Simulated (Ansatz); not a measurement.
# From PBEsol to G0W0: MoS2/MoSSe (van der Waals superlattice) (P3m1), part 3 of 3

How far does one-shot GW move the PBEsol gap of MoS2/MoSSe (van der Waals superlattice) (P3m1)?

Ansatz 0.2.0; PBEsol, then G0W0 on it, plane waves, PAW. Known limits of the many-body steps: finite bands, screening cutoff and k mesh; no spin-orbit coupling in G0W0.

So far. Step 3 (Bands along the symmetry lines): Over mesh and path the gap is 0.437 eV, from k = Γ to k = (0.200, 0.200, 0.000). The least direct gap found is 1.327 eV, at k = (0.333, 0.333, 0.500). The pressure in this cell is 4 GPa; the cell is kept. Step 4 (The quasiparticle correction): Over 19 of 24 irreducible mesh points the G0W0 gap is 0.926 eV, from k = Γ to k = (0.111, 0.222, 0.000). The PBEsol gap of this run on the mesh is 0.541 eV. The relaxed cell has a = 3.144, c = 11.780 Å (conventional setting).

The structure was built from a prototype and need not be the compound's stable phase.

In doubt: masses and optical values from hybrid runs of this build are listed as unsure (in some of the runs), which bears on the screening that GW takes from such a start.

**5. Spin-orbit coupling**

This run has two-component orbitals with spin-orbit coupling.

This step: DFT, PBEsol with spin-orbit coupling, plane waves, PAW; PAW set soft_1.

input.yaml reads:

```yaml
crystal:
  lattice:
    - [3.1444730757, 0.0, 0.0]
    - [-1.5722365378, 2.7231935651, 0.0]
    - [0.0, 0.0, 11.7798069796]
  atoms:
    - { symbol: Mo, position: [0.3333333333, 0.6666666667, 0.244121805] }
    - { symbol: S, position: [0.6666666667, 0.3333333333, 0.375572156] }
    - { symbol: S, position: [0.6666666667, 0.3333333333, 0.1123964636] }
    - { symbol: Mo, position: [0.0, 0.0, 0.7569898928] }
    - { symbol: S, position: [0.3333333333, 0.6666666667, 0.8873050472] }
    - { symbol: Se, position: [0.3333333333, 0.6666666667, 0.6116433664] }
kpoints:
  mp_grid: { grid: [12, 12, 2] }
  band_path:
    path:
      - [0.0, 0.0, 0.0]
      - [0.5, 0.0, 0.0]
      - [0.33333333, 0.33333333, 0.0]
      - [0.0, 0.0, 0.5]
      - [0.5, 0.0, 0.5]
      - [0.33333333, 0.33333333, 0.5]
      - [0.199999998, 0.199999998, 0.0]
    npoints: 1
hamiltonian:
  xc: pbesol
  pseudopotentials: { kind: paw_fr, azcp: { folder: soft_1 }, xc_functional: pbe }
scf:
  occupations: { method: fermi_dirac, width: 0.02 }
  n_extra_bands: 12
magnetization:
  noncollinear: true
  spin_orbit: true
output:
  eigenvalues: true
  forces: true
  stress: true
  write_density: true
  write_potential: true
  elf: true
  volumetric_format: npy
```

Command:

```console
> ansatz run input.yaml --threads 2 --pin off --max-ram 92160MiB --backend cuda --events-out ev --progress --plain --runs-dir out --devices 1 --max-vram 13GiB
```

Numbers of over 12 decimals in the logs are rounded to 6 here.

Output:

```text
[...]
GPUs: using 1 of 1 available (devices: 1).
[...]
non-collinear run that drives no moment, with spin-orbit: no starting moment large enough to seed its density (crystal.atoms[].spin), no starting occupations that ask for one, no magnetisation constraint and no magnetic field, so the semilocal B_xc is pinned to zero
[...]
GPU FFT provider: cuFFT
GPU libraries: cuBLAS 13.8.2, cuFFT 12.4.0, cuSOLVER 12.3.4
Crystal: 6 atoms, lattice volume = 100.871 Å³
Basis set: ecut = 420 eV, 1971 PW (Γ), exchange–correlation on 48×48×160 points (8 copies of the dense FFT grid, shifted against one another)
Bands: 74, of which v1, the nominal top of the filled ones, is band 62 counted from 1 (61 counted from 0)
Symmetry: 6 space group operations + 6 with time reversal
[...]
k-points: 38 of 288 (time reversal used)
Projection manifold: j_resolved (fully-relativistic pseudo-atomic orbitals)
[...]
GPU buffer pool allocated for 46080 grid points (all kernels)
[...]
SCF iter   1: F=—  HF=-17883.466807 eV  |F-HF|=—  |Δ(HF+E_count)|=         —  Δρ=5.74e-2  dr2=7.02e0  dr2_m=0.00e0 (ungated)  ethr=3.10e-3  |M|=0.00e0 ∫|m|=0.00e0 μB  |m|>n=0.0e0 m-floor=0.0e0 τ_xc=0.0e0  β_m=0.30  ⟨swp⟩=7.7  Hψ=14312  notcnv=0
[...]
spin=Noncollinear: Resta preconditioning applied to the charge; magnetization (m_x, m_y, m_z) channels mix plain (no charge-response kernel on spin).
[...]
site 0: m = (+0.0000, +0.0000, +0.0000) μB, |m| = 0.0000 μB  (R = 0.98 Å)
  site 1: m = (+0.0000, +0.0000, +0.0000) μB, |m| = 0.0000 μB  (R = 0.98 Å)
  site 2: m = (+0.0000, +0.0000, +0.0000) μB, |m| = 0.0000 μB  (R = 0.99 Å)
  site 3: m = (+0.0000, +0.0000, +0.0000) μB, |m| = 0.0000 μB  (R = 0.98 Å)
  site 4: m = (+0.0000, +0.0000, +0.0000) μB, |m| = 0.0000 μB  (R = 0.98 Å)
  site 5: m = (+0.0000, +0.0000, +0.0000) μB, |m| = 0.0000 μB  (R = 1.03 Å)
Free energy (F): -17881.661742 eV
[...]
Internal energy: -17881.661742 eV  (E = F + TS)
E sigma→0 (E₀):  -17881.661742 eV
Entropy (-TS):   -0.000000 eV (-0.000 meV/atom)
Fermi energy:    13.257287 eV
[...]
--- Forces (eV/Å), atoms counted from 1 ---
  atom   1  Mo     0.00000000    -0.00000000     0.00206692
  atom   2  S      0.00000000     0.00000000    -0.01253360
  atom   3  S      0.00000000     0.00000000     0.01346492
  atom   4  Mo    -0.00000000    -0.00000000    -0.00260377
  atom   5  S      0.00000000     0.00000000    -0.01155492
  atom   6  Se     0.00000000     0.00000000     0.01125013
  max |Σ_I F_I| component: 8.97e-5 eV/Å
--- Stress (GPa, compression-positive) ---
        4.099148      -0.000000      -0.000000
        0.000000       4.099148       0.000000
       -0.000000       0.000000       4.216741
  P = ⅓ Tr σ = 4.1383 GPa (41.383 kbar)
--- Band table (eV; the first three rows and the last of 38) ---
  k-point 0: bands = [... 58 lower, 12.0901, 12.0901, 13.0493, 13.0493, 14.6737, 14.6737, 14.7551, 14.7551, ... 8 higher]
  k-point 1: bands = [... 58 lower, 12.5413, 12.5413, 12.9603, 12.9603, 14.6846, 14.6846, 14.7627, 14.7627, ... 8 higher]
  k-point 2: bands = [... 58 lower, 12.1252, 12.1681, 12.7728, 12.7767, 14.6189, 14.6298, 14.8073, 14.8184, ... 8 higher]
  k-point 37: bands = [... 58 lower, 11.8095, 11.9532, 12.2564, 12.4221, 13.6605, 13.6620, 14.1221, 14.1295, ... 8 higher]
[key lines of the parts left out:]
SCF converged after 11 iterations
Magnetization: |M| = 0.0000 μB,  M = (+0.0000, +0.0000, +0.0000) μB
```

Elapsed: 12 s, on 1 × NVIDIA H100 80GB HBM3 (shared by 6 runs) with 2 threads of AMD EPYC 7R13 (Zen 3), shared host; peak memory 1.2 GiB.

Numbers from this step:

* pressure: 4.138 GPa
* gap: 0.4063 eV
* valence top at: Γ
* conduction bottom at: k = (0.200, 0.200, 0.000)
* least direct gap: 1.238 eV

Over mesh and listed points the gap is 0.406 eV, from k = Γ to k = (0.200, 0.200, 0.000). The least direct gap found is 1.238 eV, at k = (0.333, 0.333, 0.500). The pressure in this cell is 4 GPa; the cell is kept. PBEsol+SOC against PBEsol: 0.406 − 0.437 = −0.031 eV, with the same mesh, set of files (read in its fully relativistic form for the spin-orbit run) and cutoff, and both edges at the same k points. The spin-orbit run sees mesh and listed points alone, so its gap is an upper bound: the coupling can move an edge off these points, the more so as this crystal has no centre of inversion, and the change over the zone, its sign included where it is small, is not known.

**6. Side by side**

Each gap is the least one over the points named; times are wall times on shared hosts, not benchmarks. A G0W0 time includes the run's own self-consistent start. Runs with listed points see these and the mesh alone, so an edge that moves elsewhere is missed. Rows marked * are further runs, not shown as steps, whose inputs differ from the G0W0 step on the same start in the columns given; solver thresholds can differ too.

| level | mesh | files, cutoff | bands summed, screening | points | gap (eV) | valence top | conduction bottom | least direct gap (eV) | time |
| --- | --- | --- | --- | --- | --- | --- | --- | --- | --- |
| PBEsol | 12×12×2 | soft_1 PAW, 420 eV | - | mesh and path | 0.437 | Γ | (0.200, 0.200, 0.000) | 1.327 | 5.5 s |
| PBEsol+SOC | 12×12×2 | soft_1 PAW, 420 eV | - | mesh and listed points | 0.406 | Γ | (0.200, 0.200, 0.000) | 1.238 | 12 s |
| G0W0@PBEsol* | 9×9×2 | soft_1 PAW, 420 eV | 137, 60 eV | 19 of 24 irreducible mesh points | 0.830 | Γ | (0.111, 0.222, 0.000) | 1.728 | 29 s |
| G0W0@PBEsol | 9×9×2 | soft_1 PAW, 420 eV | 451, 150 eV | 19 of 24 irreducible mesh points | 0.926 | Γ | (0.111, 0.222, 0.000) | 1.710 | 2.1 min |

**7. What came out**

| Item | Value |
| --- | --- |
| PBEsol gap over mesh and path | 0.437 eV, from k = Γ to k = (0.200, 0.200, 0.000) |
| G0W0@PBEsol gap over 19 of 24 irreducible mesh points | 0.926 eV, from k = Γ to k = (0.111, 0.222, 0.000) |
| PBEsol+SOC gap over mesh and listed points | 0.406 eV |
| GW settings | 9×9×2 mesh, 420 empty bands, screening to 150 eV, PAW set soft_1 files |
| known limits | finite bands, screening cutoff and k mesh; no spin-orbit coupling in G0W0 |

What this shows: Over 19 of 24 irreducible mesh points the G0W0 gap is 0.926 eV, from k = Γ to k = (0.111, 0.222, 0.000). The PBEsol gap of this run on the mesh is 0.541 eV. The two states that bound the G0W0 gap lie that far apart at the start, so the correction of the gap is 0.926 − 0.541 = +0.385 eV. The valence state moves by 12.985 − 13.044 = −0.059 eV and the conduction state by 13.911 − 13.585 = +0.326 eV, on the run's own scale; with 137 bands the edge states move by +0.503 and +0.793 eV, so the split between the edges depends on the bands and cutoff. Over mesh and path, PBEsol puts the conduction bottom at k = (0.200, 0.200, 0.000), where no G0W0 correction was computed. The G0W0 gap over the whole zone is therefore not known from this run; at its settings it can only be equal to or under the 0.926 eV found, and no correction is carried over from another point. For the start itself the gap is 0.437 eV over mesh and path and 0.541 eV on the mesh of the G0W0 run, in runs that differ in mesh (12×12×2 and 9×9×2). From 137 bands and 60 eV to 451 bands and 150 eV the gap moves by 0.926 − 0.830 = +0.096 eV; bands and screening cutoff rise together, so their parts are not told apart. Two runs can't test a law of convergence, so the limit is not known. G0W0 on other starts in this series, not shown as steps and not all at these settings: 1.044 eV on HSE06 (9×9×2, soft_1 PAW, 226 bands, 90 eV). PBEsol+SOC against PBEsol: 0.406 − 0.437 = −0.031 eV, with the same mesh, set of files (read in its fully relativistic form for the spin-orbit run) and cutoff, and both edges at the same k points. The spin-orbit run sees mesh and listed points alone, so its gap is an upper bound: the coupling can move an edge off these points, the more so as this crystal has no centre of inversion, and the change over the zone, its sign included where it is small, is not known. What spin-orbit coupling does to the G0W0 levels was not computed, so no sum with the G0W0 gap is formed. The G0W0 runs are scalar-relativistic. No pair of G0W0 runs that differ in the mesh alone is shown (9×9×2 is a supercell whose nearest images lie 24 Å apart), so the error from the mesh is not known here. G0W0 is shown with one set of atomic data (soft_1 PAW), so the error from the files is not known here.

[Paths, hosts, dates, memory and timing lines, banners, echoed tables and standing remarks are left out of the program output.]

[Logs are printed without paths, hosts, clocks, repeated set-up lines and the standing remarks that a program may print on its own settings, such as how far it seeks lower states.]

[Runs of the session that timed out or met a known fault of the program may be left out.]

[Cells called generated may have been cut or substituted from an entry of the Crystallography Open Database or the Materials Project.]

[Hosts, paths, dates, database ids (printed as entryN), source tags and the programs' standing remarks are cut or masked in the printed files.]

[Where an RPA ε∞ is given, it is that of the G0W0 mesh and is not shown converged in it. Names of k-points follow the symmetry that the program found, which can be lower than the space group named. Band edges on a path are those of the sampled points; other points can move an edge, and change direct to indirect where valleys lie close.]

[Hybrid gaps are those of their k-mesh and are not shown converged in it.]
